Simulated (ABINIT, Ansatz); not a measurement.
# Quasiparticle gap of K2MgH4 (I4/mmm) in ABINIT, part 2 of 3

How does a plane-wave GW calculation on K2MgH4 (I4/mmm) run from the first input to the gap?

ABINIT 10.8.3; LDA and many-body steps on it, plane waves. Known limits of the many-body steps: not at the basis limit.

So far. Step 2 (Ground state): The gap is indirect, with the least direct gap 0.38 eV higher.

## (3) Bands along the symmetry lines

Level of this step: DFT, LDA, plane waves, norm-conserving pseudopotentials (ABINIT).

Levels along a band path, at the cheap level, show where the edges lie and whether the meshes to come will hold them.

Contents of run.abi:

```
acell 3*1.0 Angstrom
rprim 
  -2.018050000000 2.018050000000 6.796050000000
  2.018050000000 -2.018050000000 6.796050000000
  2.018050000000 2.018050000000 -6.796050000000
ntypat 3
znucl 19 12 1
natom 7
typat 1 1 2 3 3 3 3
xred 
  0.351300000000 0.351300000000 0.000000000000
  0.648700000000 0.648700000000 0.000000000000
  0.000000000000 0.000000000000 0.000000000000
  0.147200000000 0.147200000000 0.000000000000
  0.852800000000 0.852800000000 0.000000000000
  0.500000000000 0.000000000000 0.500000000000
  0.000000000000 0.500000000000 0.500000000000
pp_dirpath "pseudos"
pseudos "K.upf, Mg.upf, H.upf"
ecut 38
iscf -2
irdden 1
kptopt 0
nkpt 40
kpt 
  0.00000000 0.00000000 0.00000000
  0.00000000 0.00000000 0.12500000
  0.00000000 0.00000000 0.25000000
  0.00000000 0.00000000 0.37500000
  0.00000000 0.00000000 0.50000000
  0.06250000 0.06250000 0.43750000
  0.12500000 0.12500000 0.37500000
  0.18750000 0.18750000 0.31250000
  0.25000000 0.25000000 0.25000000
  0.18750000 0.31250000 0.18750000
  0.12500000 0.37500000 0.12500000
  0.06250000 0.43750000 0.06250000
  0.00000000 0.50000000 0.00000000
  0.00000000 0.37500000 0.00000000
  0.00000000 0.25000000 0.00000000
  0.00000000 0.12500000 0.00000000
  0.00000000 0.00000000 0.00000000
  0.12500000 0.12500000 -0.12500000
  0.25000000 0.25000000 -0.25000000
  0.37500000 0.37500000 -0.37500000
  0.50000000 0.50000000 -0.50000000
  0.44301101 0.55698899 -0.44301101
  0.38602201 0.61397799 -0.38602201
  0.32903301 0.67096698 -0.32903301
  0.27204402 0.72795598 -0.27204402
  -0.27204402 0.27204402 0.27204402
  -0.20403301 0.20403301 0.20403301
  -0.13602201 0.13602201 0.13602201
  -0.06801101 0.06801101 0.06801101
  0.00000000 0.00000000 0.00000000
  -0.00000000 0.00000000 0.50000000
  -0.01102201 0.01102201 0.50000000
  -0.02204402 0.02204402 0.50000000
  -0.03306602 0.03306602 0.50000000
  -0.04408803 0.04408803 0.50000000
  0.50000000 0.50000000 -0.04408803
  0.50000000 0.50000000 -0.15806602
  0.50000000 0.50000000 -0.27204401
  0.50000000 0.50000000 -0.38602201
  0.50000000 0.50000000 -0.50000000
istwfk *1
nband 23
nbdbuf 2
tolwfr 1e-08
nstep 40
prtwf 0
prtvol 0
indata_prefix "in"
outdata_prefix "out"
tmpdata_prefix "tmp"
```

On the command line:

```
$ OMP_NUM_THREADS=1 mpirun -n 4 abinit run.abi > log
```

Numbers of over 12 decimals in the logs are rounded to 6 here.

The program printed:

```text
.Version 10.8.3 of ABINIT. v10.8.2 released Aug 2026.

 Symmetries : space group I4/m m m (#139); Bravais tI (body-center tetrag.)
[... echo of the input left out ...]
== DATASET  1 ==================================================================
-   mpi_nproc: 4, omp_nthreads: 1 (-1 if OMP is not activated)

--- !DatasetInfo
iteration_state: {dtset: 1, }
dimensions: {natom: 7, nkpt: 40, mband: 23, nsppol: 1, nspinor: 1, nspden: 1, mpw: 8435, }
cutoff_energies: {ecut:  38.0, pawecutdg:  -1.0, }
electrons: {nelect:   3.20000000E+01, charge:   0.00000000E+00, occopt:   1.00000000E+00, tsmear:   1.00000000E-02, }

 Real(R)+Recip(G) space primitive vectors, cartesian coordinates (Bohr,Bohr^-1):
 R(1)= -3.8135618  3.8135618 12.8426732  G(1)=  0.0000000  0.1311110  0.0389327
 R(2)=  3.8135618 -3.8135618 12.8426732  G(2)=  0.1311110  0.0000000  0.0389327
 R(3)=  3.8135618  3.8135618-12.8426732  G(3)=  0.1311110  0.1311110  0.0000000
 Unit cell volume ucvol=  7.4709702E+02 bohr^3
 Angles (23,13,12)=  1.48220980E+02  1.48220980E+02  4.55592598E+01 degrees

 getcut: wavevector=  0.0000  0.0000  0.0000  ngfft=  80  80  80
         ecut(hartree)=     38.000   => boxcut(ratio)=   2.06971

--- Pseudopotential description ------------------------------------------------
- K Generated using ONCVPSP code by D. R. Hamann
- 19.00000   9.00000  180309                  znucl, zion, pspdat
12 -1012 2 -1 2170                            pspcod,pspxc,lmax,lloc,mmax
     nproj     2     2     2
  pspatm : epsatm=    8.21740868
         --- l  ekb(1:nproj) -->
             0   10.940065    0.829722
             1    4.437415    0.568178
             2   -3.386874   -1.066382
 pspatm: atomic psp has been read  and splines computed

- Mg Generated using ONCVPSP code by D. R. Hamann
- 12.00000  10.00000  180309                  znucl, zion, pspdat
12 -1012 1 -1 1510                            pspcod,pspxc,lmax,lloc,mmax
     nproj     2     2     0
  pspatm : epsatm=    9.23542517
         --- l  ekb(1:nproj) -->
[...]
pspatm: atomic psp has been read  and splines computed

- H Generated using ONCVPSP code by D. R. Hamann
-  1.00000   1.00000  180309                  znucl, zion, pspdat
12 -1012 1 -1 1180                            pspcod,pspxc,lmax,lloc,mmax
     nproj     2     1     0
  pspatm : epsatm=    0.35439867
         --- l  ekb(1:nproj) -->
[...]
1   -0.275071
 pspatm: atomic psp has been read  and splines computed

--------------------------------------------------------------------------------

================================================================================
 prteigrs : about to open file out_EIG
 Non-SCF case, kpt    1 (  0.00000  0.00000  0.00000), residuals and eigenvalues=
  5.88E-09  1.49E-09  2.21E-09  5.27E-09  6.13E-09  7.32E-09  5.46E-09  4.39E-09
[...]
2.5345E-01  2.6962E-01  2.8313E-01  3.3260E-01  3.3382E-01

--- !ResultsGS
iteration_state: {dtset: 1, }
comment   : Summary of ground state results
lattice_vectors:
- [ -3.8135618,   3.8135618,  12.8426732, ]
- [  3.8135618,  -3.8135618,  12.8426732, ]
- [  3.8135618,   3.8135618, -12.8426732, ]
lattice_lengths: [  13.92913,   13.92913,   13.92913, ]
lattice_angles: [148.221, 148.221,  45.559, ] # degrees, (23, 13, 12)
lattice_volume:   7.4709702E+02
convergence: {deltae:  0.000E+00, res2:  0.000E+00, residm:  9.994E-09, diffor:  0.000E+00, }
etotal    :  -1.21493586E+02
entropy   :   0.00000000E+00
fermie    :   5.30595656E-02
cartesian_stress_tensor: null
pressure_GPa: null
xred      :
- [  3.5130E-01,   3.5130E-01,  -4.2693E-18,  K]
- [  6.4870E-01,   6.4870E-01,  -7.8836E-18,  K]
- [  0.0000E+00,   0.0000E+00,   0.0000E+00, Mg]
- [  1.4720E-01,   1.4720E-01,  -1.7889E-18,  H]
- [  8.5280E-01,   8.5280E-01,  -1.0364E-17,  H]
- [  5.0000E-01,  -1.1280E-17,   5.0000E-01,  H]
- [ -1.1280E-17,   5.0000E-01,   5.0000E-01,  H]
cartesian_forces: null
force_length_stats: {min: null, max: null, mean: null, }

 Integrated electronic density in atomic spheres:
 ------------------------------------------------
 Atom  Sphere_radius  Integrated_density
[...]
================================================================================

 ----iterations are completed or convergence reached----

 Mean square residual over all n,k,spin=   59.774E-10; max=  99.938E-10
 reduced coordinates (array xred) for    7 atoms
[...]
0.500000000000     -0.000000000000      0.500000000000
      -0.000000000000      0.500000000000      0.500000000000

 cartesian coordinates (angstrom) at end:
    1     -0.000000     0.000000     4.774905
    2     -0.000000    -0.000000     8.817195
    3      0.000000     0.000000     0.000000
    4     -0.000000     0.000000     2.000757
    5     -0.000000     0.000000    11.591343
    6      0.000000     2.018050     0.000000
    7      2.018050     0.000000     0.000000
 length scales=  1.889726125908  1.889726125908  1.889726125908 bohr
              =  1.000000000000  1.000000000000  1.000000000000 angstroms
 prteigrs : about to open file out_EIG
 Eigenvalues (hartree) for nkpt=  40  k points:
 kpt#   1, nband= 23, wtk=  1.00000, kpt=  0.0000  0.0000  0.0000 (reduced coord)
[...]
kpt#   2, nband= 23, wtk=  1.00000, kpt=  0.0000  0.0000  0.1250 (reduced coord)
[...]
kpt#   3, nband= 23, wtk=  1.00000, kpt=  0.0000  0.0000  0.2500 (reduced coord)
[...]
kpt#  39, nband= 23, wtk=  1.00000, kpt=  0.5000  0.5000 -0.3860 (reduced coord)
[...]
0.22323    0.24034    0.25076    0.27892    0.28709    0.30079    0.30474
 kpt#  40, nband= 23, wtk=  1.00000, kpt=  0.5000  0.5000 -0.5000 (reduced coord)
  -2.64048   -1.44362   -1.44362   -1.44291   -1.01178   -1.01098   -0.41531   -0.41360
  -0.41150   -0.41150   -0.40855   -0.40855   -0.11567   -0.03958    0.03492    0.05232
   0.22853    0.25345    0.25345    0.26962    0.28313    0.33260    0.33382

== END DATASET(S) ==============================================================
================================================================================

 -outvars: echo values of variables after computation  --------
            nband          23
             nkpt          40
          spgroup         139
 [... the other variables as echoed above ...]

 Calculation completed.
```

Wall time 84 s (4 MPI ranks of Arm Neoverse V1, shared host); peak memory 0.56 GiB; 5.6 min of CPU time.

Numbers from this step:

- gap: 2.994 eV
- k of the valence top: 0, 0, 0
- k of the conduction bottom: 0, 0, 0.25
- least direct gap: 3.415 eV

The gap is 2.994 eV, as in the run before at this level.

The electronic bands at the labelled points (eV, zero at the top of the highest filled band):

```
     point  band 13  band 14  band 15  band 16  band 17  band 18  band 19  band 20
         Γ    -4.84    -1.83    -0.88     0.00     4.83     5.05     5.44     5.44
   halfway    -3.85    -1.35    -1.11    -0.68     2.99     4.73     4.90     6.05
         X    -2.00    -1.82    -1.82    -1.40     3.77     4.55     4.57     4.65
   halfway    -2.00    -1.82    -1.82    -1.40     3.87     4.48     4.55     4.57
         P    -2.00    -1.82    -1.82    -1.40     4.12     4.18     4.56     4.56
   halfway    -2.90    -2.05    -1.31    -0.73     3.66     4.16     5.00     5.28
         N    -3.27    -2.25    -1.23    -0.21     3.34     4.00     5.72     5.93
   halfway    -4.29    -1.59    -0.92    -0.51     4.09     4.27     5.57     6.18
         Γ    -4.84    -1.83    -0.88     0.00     4.83     5.05     5.44     5.44
   halfway    -4.72    -2.21    -0.64    -0.01     4.76     5.32     5.45     5.45
         M    -4.59    -2.52    -0.49    -0.02     4.77     5.45     5.45     5.89
   halfway    -4.20    -2.11    -0.86    -0.26     4.34     5.03     5.71     5.79
         S    -3.31    -2.18    -1.35    -0.16     3.26     4.30     5.61     5.75
jump to S0    -3.31    -2.18    -1.35    -0.16     3.26     4.30     5.61     5.75
   halfway    -4.22    -1.44    -1.04    -0.55     4.03     4.09     5.55     6.16
         Γ    -4.84    -1.83    -0.88     0.00     4.83     5.05     5.44     5.44
 jump to X    -2.00    -1.82    -1.82    -1.40     3.77     4.55     4.57     4.65
   halfway    -2.08    -1.82    -1.76    -1.40     3.80     4.53     4.57     4.65
         R    -2.21    -1.80    -1.65    -1.40     3.88     4.49     4.58     4.66
 jump to G    -2.21    -1.80    -1.65    -1.40     3.88     4.49     4.58     4.66
   halfway    -3.83    -1.84    -0.99    -0.60     4.24     4.64     4.99     5.88
         M    -4.59    -2.52    -0.49    -0.02     4.77     5.45     5.45     5.89
```

The electronic bands as a text plot (rows in eV, shown from -8.0 to 5.6 only; labels by their first letter):

```
    5.3 |+     +++      ++++   +++++++++++++++    +++++  ++   +++
    4.7 |+++++++++++++++++       ++++++++++ ++      +++++++++++++
    4.2 |            ++++++++++++++        +  ++++++++   +++++
    3.6 | +++     +++   +++++++             ++         ++
    3.0 |    +++++                            ++++
    2.5 |
    1.9 |
    1.3 |
    0.8 |
    0.2 |*                         ******             *         *
   -0.4 | ***             *********   ****************     ******
   -0.9 |*********      **     *******     *      *****  *****
   -1.5 | *************************         ********** ****
   -2.1 |*        ***********      ****    *  ****    ***  *****
   -2.6 |      ***    ****             ****                     *
   -3.2 |                 ***                 **         **
   -3.8 |    **              **             **  **         ***
   -4.3 | ***                  **       ****      **          ***
   -4.9 |*                       *******            ***
   -5.5 |
   -6.0 |
   -6.6 |
   -7.2 |
   -7.7 |
         Γ         X P      N       Γ   M    S|S     ΓR|G       M
```

## (4) Empty states on the mesh, 4×4×4 mesh, 293 bands

The sums over transitions need many empty states on a uniform mesh; this step solves for them.

Contents of run.abi:

```
acell 3*1.0 Angstrom
rprim 
  -2.018050000000 2.018050000000 6.796050000000
  2.018050000000 -2.018050000000 6.796050000000
  2.018050000000 2.018050000000 -6.796050000000
ntypat 3
znucl 19 12 1
natom 7
typat 1 1 2 3 3 3 3
xred 
  0.351300000000 0.351300000000 0.000000000000
  0.648700000000 0.648700000000 0.000000000000
  0.000000000000 0.000000000000 0.000000000000
  0.147200000000 0.147200000000 0.000000000000
  0.852800000000 0.852800000000 0.000000000000
  0.500000000000 0.000000000000 0.500000000000
  0.000000000000 0.500000000000 0.500000000000
pp_dirpath "pseudos"
pseudos "K.upf, Mg.upf, H.upf"
ecut 38
ngkpt 4 4 4
nshiftk 1
shiftk 0 0 0
kptopt 1
chksymbreak 0
iscf -2
irdden 1
istwfk *1
nband 293
nbdbuf 26
tolwfr 1e-09
nstep 60
prtvol 0
indata_prefix "in"
outdata_prefix "out"
tmpdata_prefix "tmp"
```

The program printed:

```text
.Version 10.8.3 of ABINIT. v10.8.2 released Aug 2026.

 Symmetries : space group I4/m m m (#139); Bravais tI (body-center tetrag.)
[... echo of the input left out ...]
== DATASET  1 ==================================================================
-   mpi_nproc: 4, omp_nthreads: 1 (-1 if OMP is not activated)

--- !DatasetInfo
iteration_state: {dtset: 1, }
dimensions: {natom: 7, nkpt: 13, mband: 293, nsppol: 1, nspinor: 1, nspden: 1, mpw: 8435, }
cutoff_energies: {ecut:  38.0, pawecutdg:  -1.0, }
electrons: {nelect:   3.20000000E+01, charge:   0.00000000E+00, occopt:   1.00000000E+00, tsmear:   1.00000000E-02, }

 Real(R)+Recip(G) space primitive vectors, cartesian coordinates (Bohr,Bohr^-1):
 R(1)= -3.8135618  3.8135618 12.8426732  G(1)=  0.0000000  0.1311110  0.0389327
 R(2)=  3.8135618 -3.8135618 12.8426732  G(2)=  0.1311110  0.0000000  0.0389327
 R(3)=  3.8135618  3.8135618-12.8426732  G(3)=  0.1311110  0.1311110  0.0000000
 Unit cell volume ucvol=  7.4709702E+02 bohr^3
 Angles (23,13,12)=  1.48220980E+02  1.48220980E+02  4.55592598E+01 degrees

 getcut: wavevector=  0.0000  0.0000  0.0000  ngfft=  80  80  80
         ecut(hartree)=     38.000   => boxcut(ratio)=   2.06971

--- Pseudopotential description ------------------------------------------------
- K Generated using ONCVPSP code by D. R. Hamann
- 19.00000   9.00000  180309                  znucl, zion, pspdat
12 -1012 2 -1 2170                            pspcod,pspxc,lmax,lloc,mmax
     nproj     2     2     2
  pspatm : epsatm=    8.21740868
         --- l  ekb(1:nproj) -->
             0   10.940065    0.829722
             1    4.437415    0.568178
             2   -3.386874   -1.066382
 pspatm: atomic psp has been read  and splines computed

- Mg Generated using ONCVPSP code by D. R. Hamann
- 12.00000  10.00000  180309                  znucl, zion, pspdat
12 -1012 1 -1 1510                            pspcod,pspxc,lmax,lloc,mmax
     nproj     2     2     0
  pspatm : epsatm=    9.23542517
         --- l  ekb(1:nproj) -->
[...]
pspatm: atomic psp has been read  and splines computed

- H Generated using ONCVPSP code by D. R. Hamann
-  1.00000   1.00000  180309                  znucl, zion, pspdat
12 -1012 1 -1 1180                            pspcod,pspxc,lmax,lloc,mmax
     nproj     2     1     0
  pspatm : epsatm=    0.35439867
         --- l  ekb(1:nproj) -->
[...]
1   -0.275071
 pspatm: atomic psp has been read  and splines computed

--------------------------------------------------------------------------------

================================================================================
 prteigrs : about to open file out_EIG
 Non-SCF case, kpt    1 (  0.00000  0.00000  0.00000), residuals and eigenvalues=
  6.03E-10  6.64E-10  5.02E-10  4.63E-10  3.95E-10  4.89E-10  4.71E-10  6.32E-10
[...]
-2.6405E+00 -1.4436E+00 -1.4436E+00 -1.4429E+00 -1.0120E+00 -1.0108E+00
 -4.1947E-01 -4.1114E-01 -4.1114E-01 -4.0908E-01 -4.0891E-01 -4.0891E-01
 -1.2464E-01 -1.4220E-02  2.0762E-02  5.3060E-02  2.3073E-01  2.3878E-01
[...]
3.5353E+00  3.5524E+00  3.5589E+00  3.5589E+00  3.5591E+00  3.5717E+00
  3.6204E+00  3.6396E+00  3.6397E+00  3.6466E+00  3.6495E+00  3.6626E+00
  3.6642E+00  3.6745E+00  3.6758E+00  3.6842E+00  3.6926E+00
 prteigrs : prtvol=0 or 1, do not print more k-points.

--- !ResultsGS
iteration_state: {dtset: 1, }
comment   : Summary of ground state results
lattice_vectors:
- [ -3.8135618,   3.8135618,  12.8426732, ]
- [  3.8135618,  -3.8135618,  12.8426732, ]
- [  3.8135618,   3.8135618, -12.8426732, ]
lattice_lengths: [  13.92913,   13.92913,   13.92913, ]
lattice_angles: [148.221, 148.221,  45.559, ] # degrees, (23, 13, 12)
lattice_volume:   7.4709702E+02
convergence: {deltae:  0.000E+00, res2:  0.000E+00, residm:  9.978E-10, diffor:  0.000E+00, }
etotal    :  -1.21493586E+02
entropy   :   0.00000000E+00
fermie    :   5.30595656E-02
cartesian_stress_tensor: null
pressure_GPa: null
xred      :
- [  3.5130E-01,   3.5130E-01,  -4.2693E-18,  K]
- [  6.4870E-01,   6.4870E-01,  -7.8836E-18,  K]
- [  0.0000E+00,   0.0000E+00,   0.0000E+00, Mg]
- [  1.4720E-01,   1.4720E-01,  -1.7889E-18,  H]
- [  8.5280E-01,   8.5280E-01,  -1.0364E-17,  H]
- [  5.0000E-01,  -1.1280E-17,   5.0000E-01,  H]
- [ -1.1280E-17,   5.0000E-01,   5.0000E-01,  H]
cartesian_forces: null
force_length_stats: {min: null, max: null, mean: null, }

 Integrated electronic density in atomic spheres:
 ------------------------------------------------
 Atom  Sphere_radius  Integrated_density
[...]
================================================================================

 ----iterations are completed or convergence reached----

 Mean square residual over all n,k,spin=   43.004E-11; max=  99.778E-11
 reduced coordinates (array xred) for    7 atoms
[...]
0.500000000000     -0.000000000000      0.500000000000
      -0.000000000000      0.500000000000      0.500000000000

 cartesian coordinates (angstrom) at end:
    1     -0.000000     0.000000     4.774905
    2     -0.000000    -0.000000     8.817195
    3      0.000000     0.000000     0.000000
    4     -0.000000     0.000000     2.000757
    5     -0.000000     0.000000    11.591343
    6      0.000000     2.018050     0.000000
    7      2.018050     0.000000     0.000000
 length scales=  1.889726125908  1.889726125908  1.889726125908 bohr
              =  1.000000000000  1.000000000000  1.000000000000 angstroms
 prteigrs : about to open file out_EIG
 Eigenvalues (hartree) for nkpt=  13  k points:
 kpt#   1, nband=293, wtk=  0.01563, kpt=  0.0000  0.0000  0.0000 (reduced coord)
[...]
3.52176    3.52624    3.52832    3.52832    3.53529    3.55243    3.55889    3.55889
   3.55910    3.57167    3.62038    3.63960    3.63970    3.64665    3.64952    3.66255
   3.66417    3.67455    3.67577    3.68420    3.69255
 prteigrs : prtvol=0 or 1, do not print more k-points.

== END DATASET(S) ==============================================================
================================================================================

 -outvars: echo values of variables after computation  --------
            nband         293
             nkpt          13
          spgroup         139
 [... the other variables as echoed above ...]

 Calculation completed.
```

Wall time 11 min (4 MPI ranks); peak memory 0.95 GiB; 45 min of CPU time.

This step gave:

```
gap                                                           : 2.994 eV
k of the valence top                                          : 0, 0, 0
k of the conduction bottom                                    : -0.25, 0.25, 0
least direct gap                                              : 3.375 eV
k points computed                                             : 13
lowest point of the top converged band, above the valence top : 91.3843 eV
```

On this mesh the gap is 2.994 eV.

[end of part 2 of 3]

[Paths, hosts, dates, memory and timing lines, banners, echoed tables and standing remarks are left out of the program output.]

[Logs are printed without paths, hosts, clocks, repeated set-up lines and the standing remarks that a program may print on its own settings, such as how far it seeks lower states.]

[Runs of the session that timed out or met a known fault of the program may be left out.]

[Hosts, paths, dates, database ids (printed as entryN), source tags and the programs' standing remarks are cut or masked in the printed files.]

[G0W0 gaps are taken among the corrected bands and points alone; a level outside them can change the order at an edge.]

[Where Ansatz stands beside ABINIT at settings called matched, ABINIT's density can come from a denser mesh and the files from another edition; pairs whose starting gaps differed by over 0.03 eV were left out, so agreement reads better than it is.]
